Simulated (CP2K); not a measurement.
Phosphoric acid has these distinct O atoms: O1 (bonded to P and H) and O5 (bonded to P).

```xyz
8

O    -0.9404   -0.9070   -0.8154
P    -0.0834    0.0853    0.0950
O     0.9866   -0.9059    0.7484
O     0.8047    0.8401   -0.9977
O    -0.8474    0.9319    1.0236
H    -1.7980   -0.5086   -1.0496
H     0.6959   -1.1979    1.6310
H     1.1820    1.6621   -0.6353
```

Their partial O K spectra (CP2K XAS_TDP, all-electron GAPW, PBEh(45%), aug-cc-pVDZ, TDA, GW2X-corrected core level, no relativity) are given in random order, each times the number of alike atoms.

Gaussian full width 0.5 eV, oscillator strength per eV, alike atoms added, rows of zeros left out:

| E (eV) | curve 1 | curve 2 |
| --- | --- | --- |
| 533.75 | 0.001 | 0.000 |
| 534.00 | 0.007 | 0.000 |
| 534.25 | 0.012 | 0.000 |
| 534.50 | 0.005 | 0.000 |
| 534.75 | 0.005 | 0.000 |
| 535.00 | 0.029 | 0.000 |
| 535.25 | 0.052 | 0.000 |
| 535.50 | 0.024 | 0.000 |
| 535.75 | 0.015 | 0.002 |
| 536.00 | 0.040 | 0.027 |
| 536.25 | 0.041 | 0.082 |
| 536.50 | 0.045 | 0.064 |
| 536.75 | 0.042 | 0.013 |
| 537.00 | 0.013 | 0.001 |
| 537.25 | 0.006 | 0.000 |
| 537.50 | 0.008 | 0.010 |
| 537.75 | 0.005 | 0.066 |
| 538.00 | 0.006 | 0.108 |
| 538.25 | 0.011 | 0.056 |
| 538.50 | 0.010 | 0.049 |
| 538.75 | 0.005 | 0.057 |
| 539.00 | 0.008 | 0.083 |
| 539.25 | 0.006 | 0.127 |
| 539.50 | 0.001 | 0.106 |
| 539.75 | 0.000 | 0.063 |
| 540.00 | 0.000 | 0.029 |
| 540.25 | 0.002 | 0.035 |
| 540.50 | 0.005 | 0.045 |
| 540.75 | 0.007 | 0.048 |
| 541.00 | 0.006 | 0.042 |
| 541.25 | 0.006 | 0.027 |
| 541.50 | 0.011 | 0.025 |
| 541.75 | 0.010 | 0.019 |
| 542.00 | 0.006 | 0.014 |
| 542.25 | 0.002 | 0.007 |
| 542.50 | 0.000 | 0.005 |
| 542.75 | 0.001 | 0.015 |
| 543.00 | 0.005 | 0.017 |
| 543.25 | 0.007 | 0.012 |
| 543.50 | 0.003 | 0.020 |
| 543.75 | 0.003 | 0.021 |
| 544.00 | 0.010 | 0.014 |

Question: Which curve belongs to which atom?

Curve 1: O5 (bonded to P), leading line at 535.23 eV (f = 0.028 an atom), ionisation energy 536.84 eV, term value 1.61 eV. Curve 2: O1 (bonded to P and H), leading line at 536.33 eV (f = 0.016 an atom), ionisation energy 539.90 eV, term value 3.57 eV. The leading line of an atom is its first one with 35 % of the strongest within 2.5 eV of its lowest line over the strength cut. A line lies at the core ionisation energy, which rises as an atom loses charge to its neighbours or to a π system, less the term value, which is large for a low π* or σ* orbital with weight on that atom.

[Banner, clock and machine lines of the logs are left out without a mark of their own.]

[Logs are printed without paths, hosts, clocks, repeated set-up lines and the standing remarks that a program may print on its own settings, such as how far it seeks lower states.]

[Hosts, paths, dates, database ids (printed as entryN), source tags and the programs' standing remarks are cut or masked in the printed files.]
